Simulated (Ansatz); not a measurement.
# CrRhS4: relaxing a made-up structure, part 2 of 2

Starting from a made-up structure for CrRhS4, the aim is the relaxed cell, its shortest contacts and, where a second run follows, its electronic structure.

Ansatz 0.2.0; DFT, PBEsol, plane-wave PAW, files of the set soft_1, scalar-relativistic, ferromagnetic start, cell and ions relaxed at zero pressure; PAW set soft_1 (the session's first sound run).

So far: The structure; Relaxation of the guess.

## Step 3: Bands of the relaxed cell

A second self-consistent run takes a narrower smearing and the mesh shown in its input; the bands follow along the standard path of the relaxed lattice.

This step: DFT, PBEsol, plane-wave PAW, files of the set soft_1, scalar-relativistic, ferromagnetic start, bands and density of states at the relaxed cell; PAW set soft_1 (Ansatz 0.2.0).

input.yaml reads:

```yaml
crystal:
  lattice:
    - [5.8739711909, 0.0, 0.055838678]
    - [0.0, 3.3692226685, 0.0]
    - [-1.9663789862, 0.0, 5.2156678785]
  atoms:
    - { symbol: Rh, position: [0.5, 0.0, 0.5] }
    - { symbol: Cr, position: [0.5, 0.5, 0.0], spin: 2.0 }
    - { symbol: S, position: [0.2541131919, 0.0, 0.7562351347] }
    - { symbol: S, position: [0.2539173017, 0.5, 0.2477965327] }
    - { symbol: S, position: [0.7460826983, 0.5, 0.7522034673] }
    - { symbol: S, position: [0.7458868081, 0.0, 0.2437648653] }
magnetization:
  spin_polarized: true
kpoints:
  mp_grid: { grid: [6, 10, 6] }
  band_path:
    path:
      - [[0.0, 0.0, 0.0], [-0.5, 0.0, 0.0], [-0.63844027, 0.0, 0.38202625], [-0.5, 0.0, 0.5], [-0.5, -0.5, 0.5], [-0.36155973, -0.5, 0.61797375], [0.0, -0.5, 0.5], [0.0, 0.0, 0.5], [-0.36155973, 0.0, 0.61797375]]
      - [[-0.63844027, -0.5, 0.38202625], [-0.5, -0.5, 0.0], [0.0, -0.5, 0.0]]
      - [[-0.5, 0.0, 0.0], [-0.5, -0.5, 0.0]]
    npoints: 7
scf:
  occupations: { method: fermi_dirac, width: 0.03 }
  n_extra_bands: 11
hamiltonian:
  xc: pbesol
  pseudopotentials: { kind: paw, azcp: { folder: soft_1 }, xc_functional: pbe }
output:
  forces: true
  stress: true
  write_bands: true
  dos: { projected: true }
  write_density: true
  write_potential: true
  elf: true
  volumetric_format: npy
```

Started as:

```bash
$ ansatz run input.yaml --threads 4 --pin off --max-ram 10240MiB --backend cpu --events-out ev --progress --plain --runs-dir out
```

Numbers of over 12 decimals in the logs are rounded to 6 here.

Output:

```text
[...]
Crystal: 6 atoms, lattice volume = 103.592 Å³
Basis set: ecut = 420 eV, 2045 PW (Γ), exchange–correlation on 80×48×80 points (8 copies of the dense FFT grid, shifted against one another)
Bands: 39, of which v1, the nominal top of the filled ones, is band 28 counted from 1 (27 counted from 0)
Symmetry: 4 space group operations
[...]
k-points: 120 of 360
[...]
Starting moments: Σ|m| = 2 μB on 1 of 6 sites
[...]
SCF iter   1: F=—  HF=-13235.974371 eV  |F-HF|=—  |Δ(HF+E_count)|=         —  Δρ=8.63e-2 (↑8.63e-2 ↓8.41e-2)  dr2=5.64e1  dr2_m=5.10e-1  M=2.396 μB ∫|m|=2.707 μB  β_m=0.30  ethr=3.10e-3  ⟨swp⟩=8.8  Hψ=48931  notcnv=0  defer=37
[...]
SCF iter  16: F=-13230.194414 eV  HF=-13230.194414 eV  |F-HF|=1.55e-8  |Δ(HF+E_count)|=   6.55e-9  Δρ=2.39e-6 (↑2.39e-6 ↓8.36e-7)  dr2=1.67e-8  dr2_m=6.93e-10  M=1.982 μB ∫|m|=2.807 μB  ethr=1.07e-10  ⟨swp⟩=16.2  Hψ=69632  notcnv=0
SCF 1 converged in 16 iterations: F = -13230.194414 eV  dr2 = 1.67e-8
[...]
NSCF: frozen V_eff on 80 k-points
SCF converged after 16 iterations
Magnetization: 1.9824 μB (28.4912 up, 26.5088 down)
Absolute magnetization: 2.8087 μB (∫|ρ↑−ρ↓|, with the PAW one-centre terms)
[...]
Per-site moments (μB) at R_I (Å): [(0.081652, 0.967944), (2.011328, 0.955944), (-0.085544, 0.960398), (-0.067063, 0.955944), (-0.067063, 0.955944), (-0.085544, 0.960398)]
Free energy (F): -13230.194414 eV
[...]
Internal energy: -13230.178122 eV  (E = F + TS)
E sigma→0 (E₀):  -13230.186268 eV
Entropy (-TS):   -0.016293 eV (-2.715 meV/atom)
Fermi energy:    9.487185 eV
[...]
--- Forces (eV/Å), atoms counted from 1 ---
  atom   1  Rh     0.00000000     0.00000000    -0.00000000
  atom   2  Cr    -0.00000000     0.00000000     0.00000000
  atom   3  S     -0.00055243    -0.00000000    -0.00309514
  atom   4  S      0.00382310    -0.00000000     0.00030701
  atom   5  S     -0.00382310     0.00000000    -0.00030701
  atom   6  S      0.00055243     0.00000000     0.00309514
  max |Σ_I F_I| component: 5.42e-19 eV/Å
--- Stress (GPa, compression-positive) ---
       -0.040024       0.000000       0.041854
        0.000000       0.009580       0.000000
        0.041853       0.000000      -0.152469
  P = ⅓ Tr σ = -0.0610 GPa (-0.610 kbar)
--- Band table (eV; the first three rows and the last of 240) ---
  k-point 0 ↑: bands = [... 24 lower, 8.5466, 8.7014, 9.2169, 9.5663, 9.5790, 9.9583, 12.3743, 12.4403, ... 7 higher]
  k-point 1 ↑: bands = [... 24 lower, 8.5475, 8.8137, 9.2182, 9.6147, 9.6525, 9.6992, 12.0447, 12.2881, ... 7 higher]
  k-point 2 ↑: bands = [... 24 lower, 8.5894, 9.0414, 9.1141, 9.2195, 9.6270, 9.7146, 11.7665, 12.0598, ... 7 higher]
  k-point 119 ↓: bands = [... 24 lower, 8.0172, 8.2364, 8.2667, 10.5791, 10.9024, 11.3563, 12.6949, 12.8786, ... 7 higher]
```

It took 27 s on 4 threads of Arm Neoverse V2, shared host; peak memory 0.9 GiB.

In the SCF lines HF is the Harris–Foulkes energy and dr2 the Hartree energy of the density residual, in eV; the loop may stop once dr2 is under the threshold and the program's other checks hold. Hψ counts applications of the Hamiltonian.

Numbers from this step:

```yaml
free_energy: -13230.1944 eV
energy_at_zero_smearing: -13230.1863 eV
smearing_term_ts: 0.01629 eV
magnetization: 1.982 μB
absolute_magnetization: 2.809 μB
site_moments: 0.08165, 2.011, -0.08554, -0.06706, -0.06706, -0.08554 μB
pressure: -0.06097 GPa
```

From bands.tsv, the bands that come nearest the Fermi level along the path, at its corners, in eV from the Fermi level:

| point | band_25_up | band_26_up | band_27_up | band_28_up | band_29_up | band_24_dn | band_25_dn | band_26_dn |
| --- | --- | --- | --- | --- | --- | --- | --- | --- |
| Γ | -0.79 | -0.27 | 0.08 | 0.09 | 0.47 | -0.03 | 0.00 | 0.39 |
| Y | -0.79 | -0.23 | -0.11 | -0.01 | 0.17 | -0.70 | -0.21 | 0.09 |
| H | -0.87 | -0.15 | 0.05 | 0.25 | 0.56 | -1.35 | -0.15 | 0.26 |
| C | -0.93 | -0.10 | 0.07 | 0.65 | 0.67 | -0.90 | -0.13 | 0.65 |
| E | -1.58 | -1.32 | -0.72 | -0.35 | -0.33 | -1.47 | -1.25 | -1.22 |
| M1 | -1.25 | -1.20 | -0.67 | -0.30 | -0.23 | -1.23 | -1.17 | -0.96 |
| A | -1.28 | -1.24 | -0.72 | -0.29 | -0.22 | -1.29 | -1.23 | -1.05 |
| X | -0.77 | -0.32 | -0.09 | -0.01 | 0.10 | -0.96 | -0.29 | -0.11 |
| H1 | -0.87 | -0.15 | 0.05 | 0.25 | 0.56 | -1.35 | -0.15 | 0.26 |
| M | -1.25 | -1.20 | -0.67 | -0.30 | -0.23 | -1.23 | -1.17 | -0.96 |
| D | -0.91 | -0.50 | -0.38 | -0.33 | -0.06 | -1.19 | -0.87 | -0.31 |
| Z | -1.17 | -0.61 | -0.48 | 0.07 | 0.28 | -1.22 | -1.17 | 0.10 |
| Y | -0.79 | -0.23 | -0.11 | -0.01 | 0.17 | -0.70 | -0.21 | 0.09 |
| D | -0.91 | -0.50 | -0.38 | -0.33 | -0.06 | -1.19 | -0.87 | -0.31 |

Spin density in the ac plane at fractional y = 0.000, with atoms of Rh and S within 0.2 Å of it.

Ten even steps from '0' (-3.82 × 1e-2 e/Å³) to '9' (7.86 × 1e-2 e/Å³), each cell a mean:
```
3332212233333333
3332100233333333
3332100223333333
3323311233333333
3322222354333333
3322333693223333
3333333692223333
3333322583333333
3333321694333333
3333323563222233
3333333432123233
3333333321012233
3333333321001233
3333333322112233
3333223332222333
```
Columns run along a (5.9 Å), rows up along c (5.6 Å). Atoms in or near the plane, at fractional coordinates: Rh at (0.50, 0.50), S at (0.25, 0.76), S at (0.75, 0.24).

Electrostatic potential energy in the ac plane at fractional y = 0.000, with atoms of Rh and S within 0.2 Å of it. With pseudopotentials it is smooth inside the atoms' cores, unlike the true potential.

Ten even steps from '0' (-49 eV) to '9' (15 eV), each cell a mean:
```
9999888999999999
9986447899999999
9963325899999999
9843426899999999
9842247876899999
9865677311589999
9998883000389999
9999971000589999
9999961003787789
9999985457743379
9999998888423269
9999999997333379
9999999997423699
9999999998767999
9999999999999999
```
Columns run along a (5.9 Å; values clipped at the 3rd and 97th percentile), rows up along c (5.6 Å). Atoms in or near the plane, at fractional coordinates: Rh at (0.50, 0.50), S at (0.25, 0.76), S at (0.75, 0.24).

Valence density in the ac plane at fractional y = 0.000, with atoms of Rh and S within 0.2 Å of it. It is the smooth field of the valence electrons, not physical close to the nuclei.

Values in e/Å³, 15 rows by 16 columns, each cell a mean:
```
 0  0  0  0  0  1  0  0  0  0  0  0  0  0  0  0
 0  0  0  1  1  1  1  0  0  0  0  0  0  0  0  0
 0  0  1  1  1  1  1  0  0  0  0  0  0  0  0  0
 0  0  1  1  0  1  1  0  0  0  0  0  0  0  0  0
 0  1  1  1  1  1  1  1  1  1  1  0  0  0  0  0
 0  0  1  1  1  1  1  2  5  4  2  0  0  0  0  0
 0  0  0  0  0  1  2  7 12  8  3  0  0  0  0  0
 0  0  0  0  0  1  5 11 13  7  2  0  0  0  0  0
 0  0  0  0  0  1  4  8  7  2  1  1  1  1  0  0
 0  0  0  0  0  1  1  2  2  1  1  1  1  1  1  0
 0  0  0  0  0  0  0  0  0  1  1  1  1  1  1  0
 0  0  0  0  0  0  0  0  0  1  1  1  1  1  1  0
 0  0  0  0  0  0  0  0  0  1  1  1  1  1  0  0
 0  0  0  0  0  0  0  0  0  0  1  1  1  0  0  0
 0  0  0  0  0  0  0  0  0  0  0  0  0  0  0  0
```
Columns run along a (5.9 Å), rows up along c (5.6 Å). Atoms in or near the plane, at fractional coordinates: Rh at (0.50, 0.50), S at (0.25, 0.76), S at (0.75, 0.24).

## Step 4: Results

* space group, relaxed: P2/m
* conventional cell: a = 5.574, b = 3.369, c = 5.874 Å; α = 90.0°, β = 110.1°, γ = 90.0°
* volume per atom: 17.27 Å³ (guess 22.26)
* total moment: 1.94 μB in the cell of 6 atoms

In words: CrRhS4 relaxes to P2/m with a = 5.574, b = 3.369 and c = 5.874 Å. The guessed volume was 29 % too large. The space group P2/m was held in the relaxation, so the end point is a stationary structure within it and may be a saddle against distortions or other arrangements. The input starts from parallel moments, and no other start was typed. Bands cross the Fermi level, so it is a metal or semimetal at this level. On the 6×10×6 mesh with the narrower smearing (relaxed on 5×7×5) the largest force component is 0.004 eV/Å and the largest stress component is 0.152 GPa, against the relaxation's thresholds of 0.015 eV/Å and 0.05 GPa. The cutoff wasn't tested. A vector of the cell changed its length by 11 %, more than the volume shows. No dispersion term is used, so weakly bound directions may come out too long. Nothing here tests whether the compound is stable against decomposition.

[Logs are printed without paths, hosts, clocks, repeated set-up lines and the standing remarks that a program may print on its own settings, such as how far it seeks lower states.]

[Hosts, paths, dates, database ids (printed as entryN), source tags and the programs' standing remarks are cut or masked in the printed files.]
